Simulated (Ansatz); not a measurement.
## Starting-point dependence of the GW gap of AlN (4H polytype) (P6_3mc)

How much of the starting functional survives in the G0W0 gap of AlN (4H polytype) (P6_3mc)?

Program: Ansatz 0.2.0. Level of theory: G0W0 on several functionals, plane waves, PAW. Results are calculated unless marked as measured.

Report form: the programs' logs are mostly left out.

In doubt: masses and optical values from hybrid runs of this build are listed as unsure (steps 3, 4), which bears on the screening that GW takes from such a start.

## 1. The starting structure

Symmetry: P6_3mc, No. 186, hexagonal system. Conventional cell: a = 3.120 Å, b = 3.120 Å, c = 10.110 Å, α = 90.00°, β = 90.00°, γ = 120.00°. Nearest to Al lie 4 N at 1.90 to 1.92 Å. Nearest to Al lie 4 N at 1.90 to 1.91 Å. Nearest to N lie 4 Al at 1.91 to 1.92 Å. N has 4 Al at 1.90 Å nearest. Farther neighbours and most contacts between anions are not listed.

Coordinates:

```cif
data_structure
_symmetry_space_group_name_H-M 'P6_3mc'
_symmetry_Int_Tables_number 186
_cell_length_a 3.1202
_cell_length_b 3.1202
_cell_length_c 10.1102
_cell_angle_alpha 90.000
_cell_angle_beta 90.000
_cell_angle_gamma 120.000
_cell_volume 85.24
loop_
_atom_site_label
_atom_site_type_symbol
_atom_site_symmetry_multiplicity
_atom_site_Wyckoff_symbol
_atom_site_fract_x
_atom_site_fract_y
_atom_site_fract_z
_atom_site_occupancy
Al1 Al 2 a 0.00000 0.00000 0.99875 1
Al2 Al 2 b 0.33333 0.66667 0.24983 1
N1 N 2 a 0.00000 0.00000 0.18822 1
N2 N 2 b 0.33333 0.66667 0.43821 1
```

The structure was relaxed with PBE. The runs that relaxed it are not among those shown.

## 2. G0W0 on PBE

Now the one-shot GW correction: screening in the RPA, then the self-energy of the levels asked for. This step takes PAW set soft_1 files.

This step: G0W0 on PBE, plane waves, PAW; PAW set soft_1.

Contents of input.yaml:

```yaml
crystal:
  lattice:
    - [3.1202290047, 0.0, 0.0]
    - [-1.5601145023, 2.7021975837, 0.0]
    - [0.0, 0.0, 10.1102215084]
  atoms:
    - { symbol: Al, position: [0.0, 0.0, -0.0012500118] }
    - { symbol: Al, position: [0.3333333333, 0.6666666667, 0.2498254965] }
    - { symbol: Al, position: [0.0, 0.0, 0.4987499882] }
    - { symbol: Al, position: [0.6666666667, 0.3333333333, 0.7498254965] }
    - { symbol: "N", position: [0.0, 0.0, 0.1882176634] }
    - { symbol: "N", position: [0.3333333333, 0.6666666667, 0.4382068519] }
    - { symbol: "N", position: [0.0, 0.0, 0.6882176634] }
    - { symbol: "N", position: [0.6666666667, 0.3333333333, 0.9382068519] }
kpoints:
  mp_grid: { grid: [6, 6, 2] }
hamiltonian:
  xc: pbe
  pseudopotentials: { kind: paw, azcp: { folder: soft_1 } }
scf:
  occupations: { method: fixed }
gw:
  n_empty_bands: 254
  ecut_chi: 120.0
  qp_bands: [v2, c2]
  qp_kpoints: band_edges
  screening: { model: contour_deformation }
```

Started as:

```sh
> ansatz run input.yaml --threads 4 --pin off --max-ram 17510MiB --backend cpu --events-out ev --progress --plain --runs-dir out
```

It took 86 s on 4 threads of Arm Neoverse V1, shared host; peak memory 1.2 GiB; 5.6 min of CPU time.

This step gave:

| Property | Result |
| --- | --- |
| bands summed | 270 |
| RPA ε∞ on this mesh (eigenvalues) | 4.347, 4.347, 4.421 |
| plane waves in the screening matrix | 265 |
| q-points in the mesh | 72 |
| G0W0 gap on the mesh | 5.296 eV |
| k of the valence top | 0, 0, 0 |
| k of the conduction bottom | 0, -0.5, 0 |
| starting gap on the mesh | 4.007 eV |
| Z at the valence top | 0.7793 |
| Z at the conduction bottom | 0.8283 |
| least direct G0W0 gap on the computed points | 5.560 eV |

The gap on the mesh goes from 4.01 eV to 5.30 eV, a correction of +1.29 eV. Between the two edge states, bare exchange in place of the xc potential would open the gap by 8.37 eV, and correlation takes back 7.09 eV.

## 3. G0W0 on HSE06

The same correction from a different start measures what one shot leaves open.

This step: G0W0 on HSE06, plane waves, PAW; PAW set soft_1.

input.yaml: that of step 2 with these lines changed.

```diff
@@ -17,3 +17,3 @@
 hamiltonian:
-  xc: pbe
+  xc: hse06
   pseudopotentials: { kind: paw, azcp: { folder: soft_1 } }
```

Run time: 3.9 min. Hardware: 4 threads; peak memory 1.6 GiB; 9.3 min of CPU time.

This step gave:

* bands summed: 270
* RPA ε∞ on this mesh (eigenvalues): 3.647, 3.647, 3.701
* plane waves in the screening matrix: 265
* q-points in the mesh: 72
* G0W0 gap on the mesh: 5.913 eV
* k of the valence top: 0, 0, 0
* k of the conduction bottom: 0, -0.5, 0
* starting gap on the mesh: 5.266 eV
* Z at the valence top: 0.8070
* Z at the conduction bottom: 0.8501
* least direct G0W0 gap on the computed points: 6.200 eV

Against the run with 6×6×2 mesh, 254 empty bands, screening to 120 eV, PAW set soft_1 files on PBE, the gap moves by +0.62 eV, while the start moved by +1.26 eV.

## 4. G0W0 on PBE0

This step: G0W0 on PBE0, plane waves, PAW; PAW set soft_1.

input.yaml: that of step 3 with these lines changed.

```diff
@@ -17,3 +17,3 @@
 hamiltonian:
-  xc: hse06
+  xc: pbe0
   pseudopotentials: { kind: paw, azcp: { folder: soft_1 } }
```

The job ended after 2.7 min (4 threads; peak memory 1.6 GiB).

This step gave:

```yaml
bands_summed: 270
rpa_eps_infinity_on_this_mesh_eigenvalues: 3.462, 3.462, 3.510
plane_waves_in_the_screening_matrix: 265
g0w0_gap_on_the_mesh: 6.117 eV
k_of_the_valence_top: 0, 0, 0
k_of_the_conduction_bottom: 0, -0.5, 0
starting_gap_on_the_mesh: 6.002 eV
least_direct_g0w0_gap_on_the_computed_points: 6.408 eV
```

Against the run with 6×6×2 mesh, 254 empty bands, screening to 120 eV, PAW set soft_1 files on HSE06, the gap moves by +0.20 eV, while the start moved by +0.74 eV.

## 5. The starts together

All on the 6×6×2 mesh with 254 empty bands and screening to 120 eV. Times are wall times on 4 threads of Arm Neoverse V1, shared host, good to a factor of about two.

```csv
start,starting gap (eV),shift (eV),G0W0 gap (eV),RPA ε∞ (harmonic mean),"Z (valence, conduction)",time
PBE,4.01,+1.29,5.30,4.37,"0.78, 0.83",86 s
HSE06,5.27,+0.65,5.91,3.66,"0.81, 0.85",3.9 min
PBE0,6.00,+0.12,6.12,3.48,"0.82, 0.86",2.7 min
```

How the two edges are built up, in eV (the quasiparticle level is the starting level plus Σx plus Σc less Vxc):

```csv
run,edge,start,Σx,Σc,Vxc,Z,QP
PBE,valence top,6.82,-21.62,3.17,-17.67,0.78,6.04
PBE,conduction bottom,10.83,-6.02,-3.92,-10.43,0.83,11.33
HSE06,valence top,5.90,-21.63,2.88,-18.51,0.81,5.66
HSE06,conduction bottom,11.17,-5.77,-3.76,-9.94,0.85,11.58
PBE0,valence top,5.52,-21.64,2.77,-18.91,0.82,5.55
PBE0,conduction bottom,11.52,-5.76,-3.67,-9.58,0.86,11.67
```

For a hybrid start, Vxc holds its share of exact exchange.

## 6. Outcome

```yaml
g0w0_pbe: 5.30 eV (start 4.01 eV)
g0w0_hse06: 5.91 eV (start 5.27 eV)
g0w0_pbe0: 6.12 eV (start 6.00 eV)
known_limits: not at the basis limit
```

In words: The starting gaps span 2.00 eV and the G0W0 gaps 0.82 eV. Between PBE and PBE0, 0.82 eV of the 2.00 eV survives, 41 %. PBE0 screens less than PBE (ε∞ 3.48 against 4.37). Of the 0.82 eV by which its G0W0 gap is higher, the correlation part gives +0.64 eV, and exchange with the one-particle terms, which follow the orbitals, +0.18 eV. The smallest correction, +0.12 eV, is on PBE0, the start nearest to reproducing itself. Bands and cutoff are finite, so the gap is not at the basis limit. The miss can reach some tenths of an eV and take either sign; the mesh is an error of its own.

[Paths, hosts, dates, memory and timing lines, banners, echoed tables and standing remarks are left out of the program output.]

[Logs are printed without paths, hosts, clocks, repeated set-up lines and the standing remarks that a program may print on its own settings, such as how far it seeks lower states.]

[Runs of the session that timed out or met a known fault of the program may be left out.]

[Cells called generated may have been cut or substituted from an entry of the Crystallography Open Database or the Materials Project.]

[Hosts, paths, dates, database ids (printed as entryN), source tags and the programs' standing remarks are cut or masked in the printed files.]
